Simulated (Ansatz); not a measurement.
**Sr2Hf (built on the sites of a database entry of HfBe2): from the cell to its phonons**

Wanted: phonon frequencies of Sr2Hf (built on the sites of a database entry of HfBe2) and what follows from them.

Calculated with Ansatz 0.2.0; DFT PBEsol, scalar-relativistic, plane waves, PAW.

Most raw output is cut from this account.

The structure was built from a prototype and need not be the compound's stable phase.

**1. Set-up**

Symmetry: P6/mmm, No. 191, hexagonal system. The conventional cell has a = 4.989 Å, b = 4.989 Å, c = 4.184 Å, α = 90.00°, β = 90.00°, γ = 120.00°. Hf has 12 Sr at 3.56 Å nearest. Nearest to Sr lie 3 Sr at 2.88 Å and 6 Hf at 3.56 Å. Farther neighbours are not listed.

**2. Relaxation, k-mesh 12×12×10**

The cell and atoms are relaxed, since residual forces and stress would shift the frequencies.

Input file input.yaml:

```yaml
crystal:
  lattice:
    - [4.98878, 0.0, 0.0]
    - [-2.49439, 4.32041, 0.0]
    - [0.0, 0.0, 4.18421]
  atoms:
    - { symbol: Hf, position: [0.0, 0.0, 0.0] }
    - { symbol: Sr, position: [0.33333333, 0.66666667, 0.5] }
    - { symbol: Sr, position: [0.66666667, 0.33333333, 0.5] }
kpoints:
  mp_grid: { grid: [12, 12, 10] }
hamiltonian:
  xc: pbesol
scf:
  occupations: { method: gaussian, width: 0.1 }
output:
  forces: true
  stress: true
  eigenvalues: true
  write_density: true
  write_potential: true
  elf: true
  volumetric_format: npy
relax:
  adjacent_minimum: "off"
  f_tol: 0.005
  max_steps: 80
  cell: { stress_tol: 0.05 }
```

The run is started by

```
$ ansatz run input.yaml --threads 8 --pin off --max-ram 14336MiB --backend cpu --events-out ev --progress --plain --runs-dir out
```

Wall time 20 s (8 threads of Intel Xeon Platinum 8488C (Sapphire Rapids), shared host); peak memory 0.72 GiB.

The steps of the relaxation:

```tsv
step	energy less that of the first step (eV)	largest force component (eV/Å)	pressure (GPa)	volume (Å³)
1	0.0000	0.0000	4.62	90.18
2	-0.7120	0.0000	2.61	94.30
3	-1.1578	0.0000	1.87	95.75
4	-1.4427	0.0000	1.24	96.76
5	-1.5739	0.0000	0.40	97.82
6	-1.5804	0.0000	0.07	98.50
7	-1.5805	0.0000	-0.01	98.70
8*	-1.5930	0.0000	0.24	98.70
9	-1.5942	0.0000	0.04	99.33
10	-1.5942	0.0000	0.00	99.45
11*	-1.5942	0.0000	0.00	99.45
```

Relaxation steps marked * repeat the geometry before them on a plane-wave basis chosen anew for their cell, so energy and pressure can jump there.

Forces are held to the 24 operations that the run works with; a distortion that breaks them can't arise in this run.

```tsv
cell as run	before	after	change
a (Å)	4.989	5.886	+18.0 %
b (Å)	4.989	5.886	+18.0 %
c (Å)	4.184	3.314	-20.8 %
volume (Å³/atom)	30.06	33.15	+10.3 %
```

The relaxed structure:

```
Hf Sr
1.0
     5.88635    0.00000    0.00000
    -2.94317    5.09773    0.00000
     0.00000    0.00000    3.31420
Hf Sr
1 2
Direct
  0.00000 0.00000 0.00000
  0.33333 0.66667 0.50000
  0.66667 0.33333 0.50000
```

This step gave:

```
pressure          : 6.96e-4 GPa
volume per atom   : 33.15 Å³
gap on the k-mesh : 0 eV
```

ELF in the ab plane at fractional z = 0.500, with atoms of Sr within 0.2 Å of it. It is the smooth field of the valence electrons, not physical close to the nuclei.

Ten even steps from '0' (0.04) to '9' (0.84), each cell a mean:
```
2466410000146532
4553113420146543
6631379961146655
6313898981146666
3128834971144444
1059617940111111
0179889600011100
0169995000478620
0024420006999940
0000000059748930
3322320298139711
5555530498688314
6666520499983136
5456520267521356
3346530011013654
2356530000136642
```
Columns run along a (5.9 Å), rows up along b (5.9 Å). Atoms in or near the plane, at fractional coordinates: Sr at (0.33, 0.67), Sr at (0.67, 0.33).

Valence density in the ab plane at fractional z = 0.500, with atoms of Sr within 0.2 Å of it. It is the smooth field of the valence electrons, not physical close to the nuclei.

Values in e/Å³, 16 rows by 16 columns, each cell a mean:
```
0.1 0.1 0.1 0.1 0.1 0.1 0.1 0.1 0.1 0.1 0.1 0.1 0.1 0.1 0.1 0.1
0.1 0.1 0.1 0.1 0.1 0.2 0.3 0.3 0.2 0.1 0.1 0.1 0.1 0.1 0.1 0.1
0.1 0.1 0.1 0.1 0.3 0.8 1.2 1.1 0.5 0.2 0.1 0.1 0.1 0.1 0.1 0.1
0.1 0.1 0.1 0.3 1.1 2.1 2.5 2.0 0.8 0.2 0.1 0.1 0.1 0.1 0.1 0.1
0.1 0.1 0.2 1.0 2.2 2.2 2.4 2.1 0.6 0.1 0.1 0.1 0.1 0.1 0.1 0.1
0.1 0.1 0.5 1.7 2.5 2.0 2.4 1.4 0.3 0.1 0.1 0.1 0.1 0.1 0.1 0.1
0.1 0.1 0.6 1.8 2.5 2.4 1.6 0.5 0.1 0.1 0.1 0.1 0.2 0.2 0.1 0.1
0.1 0.2 0.5 1.1 1.4 1.0 0.4 0.1 0.1 0.1 0.3 0.6 0.8 0.5 0.2 0.1
0.1 0.1 0.2 0.3 0.3 0.2 0.1 0.1 0.1 0.5 1.4 2.1 2.0 1.1 0.3 0.1
0.1 0.1 0.1 0.1 0.1 0.1 0.1 0.1 0.4 1.6 2.4 2.4 2.5 1.2 0.3 0.1
0.1 0.1 0.1 0.1 0.1 0.1 0.1 0.2 1.0 2.4 2.0 2.2 2.1 0.8 0.2 0.1
0.1 0.1 0.1 0.1 0.1 0.1 0.1 0.3 1.4 2.5 2.5 2.2 1.1 0.3 0.1 0.1
0.1 0.1 0.1 0.1 0.1 0.1 0.1 0.3 1.1 1.8 1.7 1.0 0.3 0.1 0.1 0.1
0.1 0.1 0.1 0.1 0.1 0.1 0.1 0.2 0.5 0.6 0.5 0.2 0.1 0.1 0.1 0.1
0.1 0.1 0.1 0.1 0.1 0.1 0.1 0.1 0.2 0.1 0.1 0.1 0.1 0.1 0.1 0.1
0.1 0.1 0.1 0.1 0.1 0.1 0.1 0.1 0.1 0.1 0.1 0.1 0.1 0.1 0.1 0.1
```
Columns run along a (5.9 Å), rows up along b (5.9 Å). Atoms in or near the plane, at fractional coordinates: Sr at (0.33, 0.67), Sr at (0.67, 0.33).

Electrostatic potential energy in the ab plane at fractional z = 0.500, with atoms of Sr within 0.2 Å of it. With pseudopotentials it is smooth inside the atoms' cores, unlike the true potential.

Values in eV, 16 rows by 16 columns, each cell a mean:
```
  10   11   12   13   12   11    9    7    8    9   11   12   13   12   11   10
  11   12   13   12   10    6    3    2    4    8   11   12   13   12   11   11
  13   13   12    9    3   -8  -20  -16   -2    6   10   12   13   13   12   12
  13   12    9    2  -20  -64  -83  -50   -7    5   10   12   13   13   13   13
  12   10    5  -15  -74 -115 -115  -57   -4    7   11   12   12   12   12   12
  11    8   -1  -40 -107 -117  -96  -27    2    9   11   11   10   10   11   11
   9    6   -5  -42  -88  -83  -35   -2    7    9    9    7    5    6    8    9
   8    5   -2  -16  -26  -15    0    6    8    7    2   -4   -7   -2    4    8
   9    7    4    2    2    5    8    9    6   -2  -27  -57  -50  -16    2    7
  10   10    9    9    9   10   10    8    0  -35  -96 -115  -83  -20    3    9
  12   12   12   12   12   12   10    5  -15  -83 -117 -115  -64   -8    6   11
  13   13   13   13   13   12    9    2  -26  -88 -107  -74  -20    3   10   12
  13   12   13   13   13   12    9    2  -16  -42  -40  -15    2    9   12   13
  12   11   12   13   13   12    9    4   -2   -5   -1    5    9   12   13   12
  10   10   11   12   13   12   10    7    5    6    8   10   12   13   12   11
   9   10   12   13   13   12   10    9    8    9   11   12   13   13   11   10
```
Columns run along a (5.9 Å; values clipped at the 3rd and 97th percentile), rows up along b (5.9 Å). Atoms in or near the plane, at fractional coordinates: Sr at (0.33, 0.67), Sr at (0.67, 0.33).

In this step the volume went from 30.06 to 33.15 Å³/atom.

**3. Bringing the structure to rest, k-mesh 9×9×12**

The relaxation is repeated from its end, on the mesh and smearing that suit the cell and gap now reached.

input.yaml, the sections that differ from step 2:

```yaml
crystal:
  lattice:
    - [5.8863495529, 0.0, 0.0]
    - [-2.9431747765, 5.0977282484, 0.0]
    - [0.0, 0.0, 3.3141967905]
  atoms:
    - { symbol: Hf, position: [0.0, 0.0, 0.0] }
    - { symbol: Sr, position: [0.3333333333, 0.6666666667, 0.5] }
    - { symbol: Sr, position: [0.6666666667, 0.3333333333, 0.5] }
kpoints:
  mp_grid: { grid: [9, 9, 12] }
# hamiltonian, scf, output, relax: as in step 2
```

Run time: 3.8 s. Hardware: 8 threads; peak memory 0.68 GiB.

Little changed from the start: no atom moved by 0.005 Å and no cell edge by 0.1 %.

Numbers from this step:

```
pressure        : 0.009527 GPa
volume per atom : 33.19 Å³
```

In this step the volume went from 33.15 to 33.19 Å³/atom.

**4. Tight relaxation**

Phonons need a cell at rest on their own settings, so the relaxation is repeated with tight tolerances on forces and stress on the k mesh and occupations of the first response run.

Input file input.yaml:

```yaml
crystal:
  lattice:
    - [5.8876996036, 0.0, 0.0]
    - [-2.9438498018, 5.0988974266, 0.0]
    - [0.0, 0.0, 3.3164537072]
  atoms:
    - { symbol: Hf, position: [0.0, 0.0, 0.0] }
    - { symbol: Sr, position: [0.3333333333, 0.6666666667, 0.5] }
    - { symbol: Sr, position: [0.6666666667, 0.3333333333, 0.5] }
kpoints:
  mp_grid: { grid: [10, 10, 12] }
hamiltonian:
  xc: pbesol
scf:
  occupations: { method: methfessel_paxton, width: 0.2 }
output:
  forces: true
  stress: true
  eigenvalues: true
relax:
  adjacent_minimum: "off"
  f_tol: 0.001
  max_steps: 60
  cell: { stress_tol: 0.01 }
```

Run time: 5.2 s. Hardware: 8 threads; peak memory 0.7 GiB; 36 s of CPU time.

Little changed from the start: no atom moved by 0.005 Å and no cell edge by 0.1 %.

Numbers from this step:

* pressure: 9.17e-4 GPa
* volume per atom: 33.15 Å³

The forces vanish by symmetry and the pressure is 0.001 GPa, within the tolerances set. The cell now holds 33.15 Å³/atom.

**5. Modes at Γ**

The zone centre comes first: it holds the modes that light can see, as far as symmetry allows. No field response is asked, since the mesh shows no gap.

input.yaml, the sections that differ from step 4:

```yaml
crystal:
  lattice:
    - [5.8871168484, 0.0, 0.0]
    - [-2.9435584242, 5.0983927457, 0.0]
    - [0.0, 0.0, 3.3132417562]
  atoms:
    - { symbol: Hf, position: [0.0, 0.0, 0.0] }
    - { symbol: Sr, position: [0.3333333333, 0.6666666667, 0.5] }
    - { symbol: Sr, position: [0.6666666667, 0.3333333333, 0.5] }
output:
  eigenvalues: true
phonons:
  method: dfpt
# kpoints, hamiltonian, scf: as in step 4
# relax: removed
```

Wall time 27 s (8 threads); peak memory 2.1 GiB; 3.1 min of CPU time.

Numbers from this step:

| Quantity | Value |
| --- | --- |
| sum-rule residual before enforcement | 4.46e-5 eV/Å² |
| point group | 6/mmm |
| highest optical mode at the zone centre (no LO-TO term) | 131.7 cm⁻¹ |
| lowest optical zone-centre mode | 24.84 cm⁻¹ |

Patterns of degenerate modes are one choice out of their space. Modes at Γ, with each element's share of the kinetic energy:

```tsv
mode	frequency (cm⁻¹)	symmetry	Hf %	Sr %
1	0.0	acoustic	50	50
2	0.0	acoustic	50	50
3	0.0	acoustic	50	50
4	24.8	B1g	0	100
5	77.8	E1u	50	50
6	77.8	E1u	50	50
7	88.0	A2u	50	50
8	131.7	E2g	0	100
9	131.7	E2g	0	100
```

Displacements in mode 4 (24.8 cm⁻¹), the largest set to 1:
```
Hf1  0.00  0.00  0.00
Sr2  0.00  0.00 -1.00
Sr3  0.00  0.00  1.00
```

Displacements in mode 6 (77.8 cm⁻¹), the largest set to 1:
```
Hf1  0.00  0.98  0.00
Sr2  0.00 -1.00  0.00
Sr3  0.00 -1.00  0.00
```

Before it was imposed, the acoustic sum rule was missed by 4.5e-5 eV/Å². Small misses are needed for a sound result but don't prove that mesh and cutoff are converged. The lowest optical mode is real, 24.8 cm⁻¹.

**6. Response at finite wavevector**

Stability and thermal properties need the whole zone. Linear response on a 2×2×4 q mesh gives force constants as far as a supercell of that size would.

Changes to input.yaml since step 5:

```diff
@@ -19 +19,9 @@
   method: dfpt
+  qmesh: [2, 2, 4]
+  temperatures: { t_max: 1000, t_step: 50 }
+  qpath:
+    path:
+      - [[0.0, 0.0, 0.0], [0.5, 0.0, 0.0], [0.33333333, 0.33333333, 0.0], [0.0, 0.0, 0.0], [0.0, 0.0, 0.5], [0.5, 0.0, 0.5], [0.33333333, 0.33333333, 0.5], [0.0, 0.0, 0.5]]
+      - [[0.5, 0.0, 0.5], [0.5, 0.0, 0.0]]
+      - [[0.33333333, 0.33333333, 0.5], [0.33333333, 0.33333333, 0.0]]
+    npoints: 10
```

Run time: 3.2 min. Hardware: 8 threads; peak memory 2.7 GiB; 24 min of CPU time.

Numbers from this step:

| Property | Result |
| --- | --- |
| sum-rule residual before enforcement | 4.62e-5 eV/Å² |
| lowest frequency on the path | -44.37 cm⁻¹ |
| highest frequency on the path or at a solved wavevector | 152.3 cm⁻¹ |
| lowest mode on the q mesh (acoustic modes at Γ apart) | -39.74 cm⁻¹ |

Frequencies (cm⁻¹) solved at each irreducible wavevector; negative means imaginary. Frequencies by wavevector, by row:

```tsv
q in reciprocal lattice units	star	mode 1	mode 2	mode 3	mode 4	mode 5	mode 6	mode 7	mode 8	mode 9
0 0 0	1	0	0	0	24.8	77.8	77.8	88	131.7	131.7
0 0 0.25	2	23.2	27.4	27.4	67.7	67.7	107	107.4	129.3	129.3
0 0 -0.5	1	25.8	41.6	41.6	56.4	56.4	126.8	126.8	150.7	152.3
0 -0.5 0	3	25.2	33.3	35.9	41.3	43	61.7	75.1	117.8	131.6
0 -0.5 0.25	6	20.9	25.6	26.3	45.2	59.9	100.1	105	112.1	129.5
0 -0.5 -0.5	3	-39.7	-26.3	26.1	37.4	45.3	93	122.8	145	147.8
```

Interpolated from a 2×2×4 q mesh. Phonon branches along the path, in cm⁻¹:

```tsv
point	branch 1	branch 2	branch 3	branch 4	branch 5	branch 6	branch 7	branch 8	branch 9
Γ	0	0	0	25	78	78	88	132	132
halfway	14	15	30	34	66	72	78	125	132
M	25	33	36	41	43	62	75	118	132
halfway	29	30	34	37	41	59	84	111	134
K	27	31	31	39	39	54	98	98	135
halfway	13	19	31	36	61	74	75	122	133
Γ	0	0	0	25	78	78	88	132	132
halfway	23	27	27	68	68	107	107	129	129
A	26	42	42	56	56	127	127	151	152
halfway	-4	28	35	40	51	111	125	148	150
L	-40	-26	26	37	45	93	123	145	148
halfway	-34	-33	-28	36	60	90	121	145	147
H	-44	-29	-11	-11	78	78	119	146	146
halfway	-14	21	22	46	47	108	124	147	150
A	26	42	42	56	56	127	127	151	152
jump to L	-40	-26	26	37	45	93	123	145	148
halfway	21	26	26	45	60	100	105	112	130
M	25	33	36	41	43	62	75	118	132
jump to H	-44	-29	-11	-11	78	78	119	146	146
halfway	-31	25	32	32	89	89	105	105	131
K	27	31	31	39	39	54	98	98	135
```

Tetrahedra on a 12×12×20 mesh, mean over bins of 2 cm-1. Interpolated from a 2×2×4 q mesh. Phonon density of states against wavenumber; read off at these points:

```tsv
wavenumber (cm⁻¹)	phonon density of states (1/cm⁻¹/cell)
-45.0	1.0e-5
-39.0	0.00473
-35.0	0.00974
-29.0	0.0172
-23.0	0.0266
-19.0	0.0242
-13.0	0.0179
-7.0	0.0171
-3.0	0.0146
3.0	0.0158
9.0	0.0263
13.0	0.0435
19.0	0.0658
25.0	0.0775
29.0	0.0863
35.0	0.0869
41.0	0.0987
43.0	0.0988
45.0	0.0722
51.0	0.0591
57.0	0.0580
63.0	0.0670
67.0	0.0656
73.0	0.0366
79.0	0.0353
83.0	0.0345
89.0	0.0279
95.0	0.0336
99.0	0.0346
105.0	0.0344
111.0	0.0399
115.0	0.0510
121.0	0.0680
125.0	0.104
127.0	0.0614
131.0	0.167
137.0	0.0222
143.0	0.0381
145.0	0.0545
147.0	0.0431
153.0	8.0e-5
```

The partial phonon density of states has structure finer than the step of the table below, so its rows give means over 5 cm⁻¹, whole bins alone (the curve runs from -52.9 to 166 cm⁻¹). Peaks (cm⁻¹: height): Hf -23.9: 0.0246, -15.7: 0.0255, 27.0: 0.0550, 43.6: 0.0595; Sr 38.0: 0.0397, 65.6: 0.0533, 79.4: 0.0457, 101.4: 0.0510, 130.3: 0.135, 145.5: 0.0431.

Phonopy on the run's constants, 11x11x17 mesh, Gaussian sigma 2.0 cm-1. Interpolated from a 2×2×4 q mesh. Table of partial phonon density of states by wavenumber; means over each step; values in 1/cm⁻¹/cell:

```tsv
wavenumber (cm⁻¹)	Hf	Sr
-50	0	2.0e-5
-45	2.8e-5	0.00122
-40	0.00120	0.00396
-35	0.00384	0.00671
-30	0.00929	0.00591
-25	0.0213	0.00818
-20	0.0187	0.00538
-15	0.0216	0.00551
-10	0.0102	0.00605
-5	0.00890	0.00364
0	0.00467	8.6e-4
5	0.00860	0.00399
10	0.0197	0.0139
15	0.0326	0.0246
20	0.0379	0.0324
25	0.0486	0.0353
30	0.0495	0.0290
35	0.0540	0.0315
40	0.0578	0.0344
45	0.0548	0.0259
50	0.0333	0.0260
55	0.0273	0.0273
60	0.0225	0.0416
65	0.0187	0.0504
70	0.0111	0.0322
75	0.00704	0.0309
80	0.00565	0.0409
85	0.00436	0.0276
90	0.00176	0.0234
95	4.3e-4	0.0272
100	6.6e-4	0.0456
105	5.3e-4	0.0343
110	4.4e-4	0.0289
115	7.2e-4	0.0560
120	5.2e-4	0.0697
125	3.3e-4	0.0822
130	8.6e-4	0.122
135	5.0e-4	0.0619
140	3.8e-5	0.0312
145	1.8e-5	0.0412
150	2.9e-6	0.0197
155	0	0.00139
160	0	5.0e-6
```

Symmetry leaves 6 wavevectors to solve. The lowest mode among them, the acoustic zeros apart, lies at q = (0, -0.5, -0.5) and is imaginary, 39.7i cm⁻¹, so the energy falls along it. Between them the interpolated path dips to 44i cm⁻¹.

**7. Isotope substitution, element Hf, natural mass 178.486 amu**

An isotope changes the mass and not the force constants, so no new electronic calculation is needed; the shifts show which modes move this element.

The same force constants with the mass of Hf changed from 178.486 to 173.940 u (phonopy, no LO-TO term). Both lists are sorted by frequency; levels can cross, so a row need not hold one and the same mode. Modes under 3 cm⁻¹ are left out. Isotope shifts, by row:

```tsv
q	rank	natural mass (cm⁻¹)	changed mass (cm⁻¹)
0 0 0	4	24.84	24.84
0 0 0	5	77.84	78.34
0 0 0	6	77.84	78.34
0 0 0	7	87.96	88.52
0 0 0	8	131.7	131.7
0 0 0	9	131.7	131.7
0 0 0.25	1	23.19	23.49
0 0 0.25	2	27.41	27.52
0 0 0.25	3	27.41	27.52
0 0 0.25	4	67.66	68.25
0 0 0.25	5	67.66	68.25
0 0 0.25	6	107	107
0 0 0.25	7	107.4	107.4
0 0 0.25	8	129.3	129.3
0 0 0.25	9	129.3	129.3
0 0 -0.5	1	25.83	26.17
0 0 -0.5	2	41.58	41.58
0 0 -0.5	3	41.58	41.58
0 0 -0.5	4	56.42	57.15
0 0 -0.5	5	56.42	57.15
0 0 -0.5	6	126.8	126.8
0 0 -0.5	7	126.8	126.8
0 0 -0.5	8	150.7	150.7
0 0 -0.5	9	152.3	152.3
0 -0.5 0	1	25.17	25.26
0 -0.5 0	2	33.32	33.75
0 -0.5 0	3	35.88	36.34
0 -0.5 0	4	41.34	41.34
0 -0.5 0	5	43.01	43.01
0 -0.5 0	6	61.74	62.34
0 -0.5 0	7	75.09	75.1
0 -0.5 0	8	117.8	117.8
0 -0.5 0	9	131.6	131.6
```

A mode of this element alone would shift by +1.30 %. The highest zone-centre frequency without the field goes from 131.7 to 131.7 cm⁻¹ (+0.0 %). The product of the frequency ratios over all optical modes at Γ is 1.019; the product rule, (m/m′)^(3k/2) (M′/M)^(3/2) with k = 1 such atoms and M the mass of the cell, gives 1.019.

**8. Another isotope, element Sr, natural mass 87.62 amu**

The same for Sr, from 87.62 to 85.91 u.

A mode of this element alone would shift by +0.99 %. The highest zone-centre frequency without the field goes from 131.7 to 133.0 cm⁻¹ (+1.0 %). The product of the frequency ratios over all optical modes at Γ is 1.046; the product rule, (m/m′)^(3k/2) (M′/M)^(3/2) with k = 2 such atoms and M the mass of the cell, gives 1.046.

**9. What came out**

* space group after relaxation (within 0.01 Å): P6/mmm
* volume per atom: 33.1 Å³
* electronic character: no gap on this mesh
* highest optical mode at the zone centre (no LO-TO term): 132 cm⁻¹
* lowest optical zone-centre mode: 24.8 cm⁻¹
* lowest mode on the q mesh (acoustic modes at Γ apart): -39.7 cm⁻¹
* highest frequency on the path or at a solved wavevector: 152 cm⁻¹
* imaginary modes on the 2×2×4 q mesh: yes

Modes are clearly imaginary (beyond 10i cm⁻¹) at 1 of the 6 irreducible wavevectors, most at q = (0, -0.5, -0.5) (39.7i cm⁻¹), so this structure is not a minimum of the energy. The optical modes at Γ span 25 to 132 cm⁻¹. The highest mode in this list at Γ, 131.7 cm⁻¹, is mostly motion of Sr (100 % of the kinetic energy). With no gap, or one that is small against the smearing, the frequencies hang on the k mesh and the smearing, most of all near Kohn anomalies. Spin-orbit coupling is left out, which can matter for the heavy elements here. A phonon run warned that its eigensolver left some bands unconverged in a pass. The starting cell was built on a prototype and not taken from a measurement, so the phase need not exist. These are harmonic frequencies at zero temperature: anharmonic shifts, linewidths and thermal expansion are left out.

[Logs are printed without paths, hosts, clocks, repeated set-up lines and the standing remarks that a program may print on its own settings, such as how far it seeks lower states.]

[Hosts, paths, dates, database ids (printed as entryN), source tags and the programs' standing remarks are cut or masked in the printed files.]
